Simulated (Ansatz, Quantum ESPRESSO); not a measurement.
# Ni(100), 7 layers: vacuum level and surface dipole, part 3 of 7

How much energy does it take to lift an electron out of Ni(100), 7 layers, and how far do the settings matter?

Quantum ESPRESSO 7.5; plane-wave DFT, PBE, GBRV ultrasoft pseudopotentials; cross-check by Ansatz 0.2.0 with PAW datasets.

So far. Step 5 (Macroscopic average): Where the running mean is not flat inside, average.x's window, rounded to the grid, doesn't match the spacings there. Step 6 (Valence density): The density integrates to 126.000 electrons, as the 126 of the input ask.

## 7. Projected density of states

projwfc.x splits the states by atom and orbital; the spilling says how much the atomic basis misses.

File pdos.in:

```
&projwfc
  prefix = 'scf'
  outdir = './out'
  filpdos = 'pdos'
  Emin = -2.293
  Emax = 9.707
  DeltaE = 0.1
  ngauss = 0
  degauss = 0.01
/
```

The run is started by

```console
$ OMP_NUM_THREADS=1 mpirun -n 4 projwfc.x -in pdos.in > pdos.out
```

The program printed:

```text
[banner, memory and clock lines left out]
Program PROJWFC v.7.5 starts

          URL

     ./out/scf.save/

     IMPORTANT: XC functional enforced from input :
     Exchange-correlation= PBE
                           (   1   4   3   4   0   0   0)
     Any further DFT definition will be discarded
     Please, verify this is what you really want

     Check: negative core charge=   -0.000017

     negative rho (up, down):  3.204E-04 3.953E-04

     Gaussian broadening (read from input): ngauss,degauss=   0    0.010000

     Calling projwave ....
     one sub-group per band group will be used

     linear algebra parallelized on   4 procs

  Problem Sizes
  natomwfc =           91
  nx       =           46
  nbnd     =           76
  nkstot   =           56
  npwx     =         1240
  nkb      =          126

     Atomic states used for projection
     (read from pseudopotential files):

     state #   1: atom   1 (Ni ), wfc  1 (l=0 m= 1)
     state #   2: atom   1 (Ni ), wfc  2 (l=1 m= 1)
     state #   3: atom   1 (Ni ), wfc  2 (l=1 m= 2)
     state #   4: atom   1 (Ni ), wfc  2 (l=1 m= 3)
     state #   5: atom   1 (Ni ), wfc  3 (l=2 m= 1)
     state #   6: atom   1 (Ni ), wfc  3 (l=2 m= 2)
     state #   7: atom   1 (Ni ), wfc  3 (l=2 m= 3)
     state #   8: atom   1 (Ni ), wfc  3 (l=2 m= 4)
     state #   9: atom   1 (Ni ), wfc  3 (l=2 m= 5)
     state #  10: atom   1 (Ni ), wfc  4 (l=0 m= 1)
     state #  11: atom   1 (Ni ), wfc  5 (l=1 m= 1)
     state #  12: atom   1 (Ni ), wfc  5 (l=1 m= 2)
     state #  13: atom   1 (Ni ), wfc  5 (l=1 m= 3)
     state #  14: atom   2 (Ni ), wfc  1 (l=0 m= 1)
     state #  15: atom   2 (Ni ), wfc  2 (l=1 m= 1)
     state #  16: atom   2 (Ni ), wfc  2 (l=1 m= 2)
     state #  17: atom   2 (Ni ), wfc  2 (l=1 m= 3)
     state #  18: atom   2 (Ni ), wfc  3 (l=2 m= 1)
     state #  19: atom   2 (Ni ), wfc  3 (l=2 m= 2)
     state #  20: atom   2 (Ni ), wfc  3 (l=2 m= 3)
     state #  21: atom   2 (Ni ), wfc  3 (l=2 m= 4)
     state #  22: atom   2 (Ni ), wfc  3 (l=2 m= 5)
     state #  23: atom   2 (Ni ), wfc  4 (l=0 m= 1)
     state #  24: atom   2 (Ni ), wfc  5 (l=1 m= 1)
     state #  25: atom   2 (Ni ), wfc  5 (l=1 m= 2)
     state #  26: atom   2 (Ni ), wfc  5 (l=1 m= 3)
     state #  27: atom   3 (Ni ), wfc  1 (l=0 m= 1)
     state #  28: atom   3 (Ni ), wfc  2 (l=1 m= 1)
     state #  29: atom   3 (Ni ), wfc  2 (l=1 m= 2)
     state #  30: atom   3 (Ni ), wfc  2 (l=1 m= 3)
     state #  31: atom   3 (Ni ), wfc  3 (l=2 m= 1)
     state #  32: atom   3 (Ni ), wfc  3 (l=2 m= 2)
     state #  33: atom   3 (Ni ), wfc  3 (l=2 m= 3)
     state #  34: atom   3 (Ni ), wfc  3 (l=2 m= 4)
     state #  35: atom   3 (Ni ), wfc  3 (l=2 m= 5)
     state #  36: atom   3 (Ni ), wfc  4 (l=0 m= 1)
     state #  37: atom   3 (Ni ), wfc  5 (l=1 m= 1)
     state #  38: atom   3 (Ni ), wfc  5 (l=1 m= 2)
     state #  39: atom   3 (Ni ), wfc  5 (l=1 m= 3)
     state #  40: atom   4 (Ni ), wfc  1 (l=0 m= 1)
     state #  41: atom   4 (Ni ), wfc  2 (l=1 m= 1)
     state #  42: atom   4 (Ni ), wfc  2 (l=1 m= 2)
     state #  43: atom   4 (Ni ), wfc  2 (l=1 m= 3)
     state #  44: atom   4 (Ni ), wfc  3 (l=2 m= 1)
     state #  45: atom   4 (Ni ), wfc  3 (l=2 m= 2)
     state #  46: atom   4 (Ni ), wfc  3 (l=2 m= 3)
     state #  47: atom   4 (Ni ), wfc  3 (l=2 m= 4)
     state #  48: atom   4 (Ni ), wfc  3 (l=2 m= 5)
     state #  49: atom   4 (Ni ), wfc  4 (l=0 m= 1)
     state #  50: atom   4 (Ni ), wfc  5 (l=1 m= 1)
     state #  51: atom   4 (Ni ), wfc  5 (l=1 m= 2)
     state #  52: atom   4 (Ni ), wfc  5 (l=1 m= 3)
     state #  53: atom   5 (Ni ), wfc  1 (l=0 m= 1)
     state #  54: atom   5 (Ni ), wfc  2 (l=1 m= 1)
     state #  55: atom   5 (Ni ), wfc  2 (l=1 m= 2)
     state #  56: atom   5 (Ni ), wfc  2 (l=1 m= 3)
     state #  57: atom   5 (Ni ), wfc  3 (l=2 m= 1)
     state #  58: atom   5 (Ni ), wfc  3 (l=2 m= 2)
     state #  59: atom   5 (Ni ), wfc  3 (l=2 m= 3)
     state #  60: atom   5 (Ni ), wfc  3 (l=2 m= 4)
     state #  61: atom   5 (Ni ), wfc  3 (l=2 m= 5)
     state #  62: atom   5 (Ni ), wfc  4 (l=0 m= 1)
     state #  63: atom   5 (Ni ), wfc  5 (l=1 m= 1)
     state #  64: atom   5 (Ni ), wfc  5 (l=1 m= 2)
     state #  65: atom   5 (Ni ), wfc  5 (l=1 m= 3)
     state #  66: atom   6 (Ni ), wfc  1 (l=0 m= 1)
     state #  67: atom   6 (Ni ), wfc  2 (l=1 m= 1)
     state #  68: atom   6 (Ni ), wfc  2 (l=1 m= 2)
     state #  69: atom   6 (Ni ), wfc  2 (l=1 m= 3)
     state #  70: atom   6 (Ni ), wfc  3 (l=2 m= 1)
     state #  71: atom   6 (Ni ), wfc  3 (l=2 m= 2)
     state #  72: atom   6 (Ni ), wfc  3 (l=2 m= 3)
     state #  73: atom   6 (Ni ), wfc  3 (l=2 m= 4)
     state #  74: atom   6 (Ni ), wfc  3 (l=2 m= 5)
     state #  75: atom   6 (Ni ), wfc  4 (l=0 m= 1)
     state #  76: atom   6 (Ni ), wfc  5 (l=1 m= 1)
     state #  77: atom   6 (Ni ), wfc  5 (l=1 m= 2)
     state #  78: atom   6 (Ni ), wfc  5 (l=1 m= 3)
     state #  79: atom   7 (Ni ), wfc  1 (l=0 m= 1)
     state #  80: atom   7 (Ni ), wfc  2 (l=1 m= 1)
     state #  81: atom   7 (Ni ), wfc  2 (l=1 m= 2)
     state #  82: atom   7 (Ni ), wfc  2 (l=1 m= 3)
     state #  83: atom   7 (Ni ), wfc  3 (l=2 m= 1)
     state #  84: atom   7 (Ni ), wfc  3 (l=2 m= 2)
     state #  85: atom   7 (Ni ), wfc  3 (l=2 m= 3)
     state #  86: atom   7 (Ni ), wfc  3 (l=2 m= 4)
     state #  87: atom   7 (Ni ), wfc  3 (l=2 m= 5)
     state #  88: atom   7 (Ni ), wfc  4 (l=0 m= 1)
     state #  89: atom   7 (Ni ), wfc  5 (l=1 m= 1)
     state #  90: atom   7 (Ni ), wfc  5 (l=1 m= 2)
     state #  91: atom   7 (Ni ), wfc  5 (l=1 m= 3)

[... projections of each state ...]
Lowdin Charges:

     Atom #   1: total charge =  17.9136, s =  2.5034, p =  6.8704, d =  8.5397,
                 spin up      =   9.3436, s =  1.2491,
                 spin up      =   9.3436, p =  3.4093, pz=  1.1043, px=  1.1525, py=  1.1525,
                 spin up      =   9.3436, d =  4.6851, dz2=  0.9486, dxz=  0.9399, dyz=  0.9399, dx2-y2=  0.9187, dxy=  0.9381,
                 spin down    =   8.5699, s =  1.2543,
                 spin down    =   8.5699, p =  3.4611, pz=  1.1208, px=  1.1701, py=  1.1701,
                 spin down    =   8.5699, d =  3.8546, dz2=  0.8432, dxz=  0.7545, dyz=  0.7545, dx2-y2=  0.7419, dxy=  0.7604,
                 polarization =   0.7737, s = -0.0052, p = -0.0517, d =  0.8306,
     Atom #   2: total charge =  18.0059, s =  2.4525, p =  7.0908, d =  8.4626,
                 spin up      =   9.3528, s =  1.2211,
                 spin up      =   9.3528, p =  3.5202, pz=  1.1798, px=  1.1702, py=  1.1702,
                 spin up      =   9.3528, d =  4.6115, dz2=  0.9279, dxz=  0.9166, dyz=  0.9166, dx2-y2=  0.9116, dxy=  0.9387,
                 spin down    =   8.6531, s =  1.2314,
                 spin down    =   8.6531, p =  3.5706, pz=  1.1960, px=  1.1873, py=  1.1873,
                 spin down    =   8.6531, d =  3.8511, dz2=  0.8498, dxz=  0.7146, dyz=  0.7146, dx2-y2=  0.7512, dxy=  0.8209,
                 polarization =   0.6997, s = -0.0103, p = -0.0504, d =  0.7604,
     Atom #   3: total charge =  17.9659, s =  2.4492, p =  7.0473, d =  8.4694,
                 spin up      =   9.3260, s =  1.2198,
                 spin up      =   9.3260, p =  3.4978, pz=  1.1651, px=  1.1664, py=  1.1664,
                 spin up      =   9.3260, d =  4.6084, dz2=  0.9359, dxz=  0.9130, dyz=  0.9130, dx2-y2=  0.9161, dxy=  0.9303,
                 spin down    =   8.6398, s =  1.2294,
                 spin down    =   8.6398, p =  3.5494, pz=  1.1828, px=  1.1833, py=  1.1833,
                 spin down    =   8.6398, d =  3.8610, dz2=  0.8294, dxz=  0.7307, dyz=  0.7307, dx2-y2=  0.7236, dxy=  0.8465,
                 polarization =   0.6862, s = -0.0096, p = -0.0516, d =  0.7474,
     Atom #   4: total charge =  17.9688, s =  2.4496, p =  7.0511, d =  8.4681,
                 spin up      =   9.3221, s =  1.2203,
                 spin up      =   9.3221, p =  3.4998, pz=  1.1671, px=  1.1663, py=  1.1663,
                 spin up      =   9.3221, d =  4.6021, dz2=  0.9317, dxz=  0.9119, dyz=  0.9119, dx2-y2=  0.9131, dxy=  0.9335,
                 spin down    =   8.6467, s =  1.2293,
                 spin down    =   8.6467, p =  3.5514, pz=  1.1840, px=  1.1837, py=  1.1837,
                 spin down    =   8.6467, d =  3.8660, dz2=  0.8363, dxz=  0.7327, dyz=  0.7327, dx2-y2=  0.7313, dxy=  0.8331,
                 polarization =   0.6754, s = -0.0091, p = -0.0516, d =  0.7361,
     Atom #   5: total charge =  17.9659, s =  2.4492, p =  7.0473, d =  8.4694,
                 spin up      =   9.3260, s =  1.2198,
                 spin up      =   9.3260, p =  3.4978, pz=  1.1651, px=  1.1664, py=  1.1664,
                 spin up      =   9.3260, d =  4.6084, dz2=  0.9359, dxz=  0.9130, dyz=  0.9130, dx2-y2=  0.9161, dxy=  0.9303,
                 spin down    =   8.6398, s =  1.2294,
                 spin down    =   8.6398, p =  3.5494, pz=  1.1828, px=  1.1833, py=  1.1833,
                 spin down    =   8.6398, d =  3.8610, dz2=  0.8294, dxz=  0.7307, dyz=  0.7307, dx2-y2=  0.7236, dxy=  0.8465,
                 polarization =   0.6862, s = -0.0096, p = -0.0516, d =  0.7474,
     Atom #   6: total charge =  18.0059, s =  2.4525, p =  7.0908, d =  8.4626,
                 spin up      =   9.3528, s =  1.2211,
                 spin up      =   9.3528, p =  3.5202, pz=  1.1798, px=  1.1702, py=  1.1702,
                 spin up      =   9.3528, d =  4.6115, dz2=  0.9279, dxz=  0.9166, dyz=  0.9166, dx2-y2=  0.9116, dxy=  0.9387,
                 spin down    =   8.6531, s =  1.2314,
                 spin down    =   8.6531, p =  3.5706, pz=  1.1960, px=  1.1873, py=  1.1873,
                 spin down    =   8.6531, d =  3.8511, dz2=  0.8498, dxz=  0.7146, dyz=  0.7146, dx2-y2=  0.7512, dxy=  0.8209,
                 polarization =   0.6997, s = -0.0103, p = -0.0504, d =  0.7604,
     Atom #   7: total charge =  17.9136, s =  2.5034, p =  6.8704, d =  8.5397,
                 spin up      =   9.3436, s =  1.2491,
                 spin up      =   9.3436, p =  3.4093, pz=  1.1043, px=  1.1525, py=  1.1525,
                 spin up      =   9.3436, d =  4.6851, dz2=  0.9486, dxz=  0.9399, dyz=  0.9399, dx2-y2=  0.9187, dxy=  0.9381,
                 spin down    =   8.5699, s =  1.2543,
                 spin down    =   8.5699, p =  3.4611, pz=  1.1208, px=  1.1701, py=  1.1701,
                 spin down    =   8.5699, d =  3.8546, dz2=  0.8432, dxz=  0.7545, dyz=  0.7545, dx2-y2=  0.7419, dxy=  0.7604,
                 polarization =   0.7737, s = -0.0052, p = -0.0517, d =  0.8306,
     Spilling Parameter:   0.0021
```

Wall time 4.1 s (4 MPI ranks of Arm Neoverse V1, shared host); peak memory 0.22 GiB; 17 s of CPU time.

Read from the output:

- spilling of the projection: 0.0021

Projected DOS an atom, spin up over height of the atomic layer and energy from the Fermi level. Columns are the atomic layers from the bottom up.

Ten even steps from '0' (0.02 states/eV) to '9' (2.06 states/eV), each cell a mean:
```
0000000
0000000
0000000
0000000
2222222
9888889
9666669
8456548
8666668
4676764
3455543
3434343
3644463
1332331
0111110
0000000
0000000
0000000
0000000
0000000
0000000
0000000
```
Columns: height of the atomic layer (Å) from 8.06 to 18.5; rows upwards: energy from the Fermi level (eV) from -8.00 to 1.50.

Projected DOS an atom, spin dn over height of the atomic layer and energy from the Fermi level. Columns are the atomic layers from the bottom up.

Ten even steps from '0' (0.02 states/eV) to '9' (1.94 states/eV), each cell a mean:
```
0000000
1000001
4332334
9778779
9565659
8566658
8655568
5677765
3465643
3444443
2534352
2433342
1222221
0111110
0000000
0000000
0000000
0000000
0000000
0000000
0000000
0000000
```
Columns: height of the atomic layer (Å) from 8.06 to 18.5; rows upwards: energy from the Fermi level (eV) from -8.00 to 1.50.

The atomic orbitals miss 0.2 % of the occupied states; for empty states the projections can miss much more.

[end of part 3 of 7]

[Logs are printed without paths, hosts, clocks, repeated set-up lines and the standing remarks that a program may print on its own settings, such as how far it seeks lower states.]

[Hosts, paths, dates, database ids (printed as entryN), source tags and the programs' standing remarks are cut or masked in the printed files.]

[Maps of the electrostatic potential energy from Ansatz leave out the sawtooth potential of an applied field or a dipole correction, so their vacuum need not be flat; planar profiles and work functions include it.]
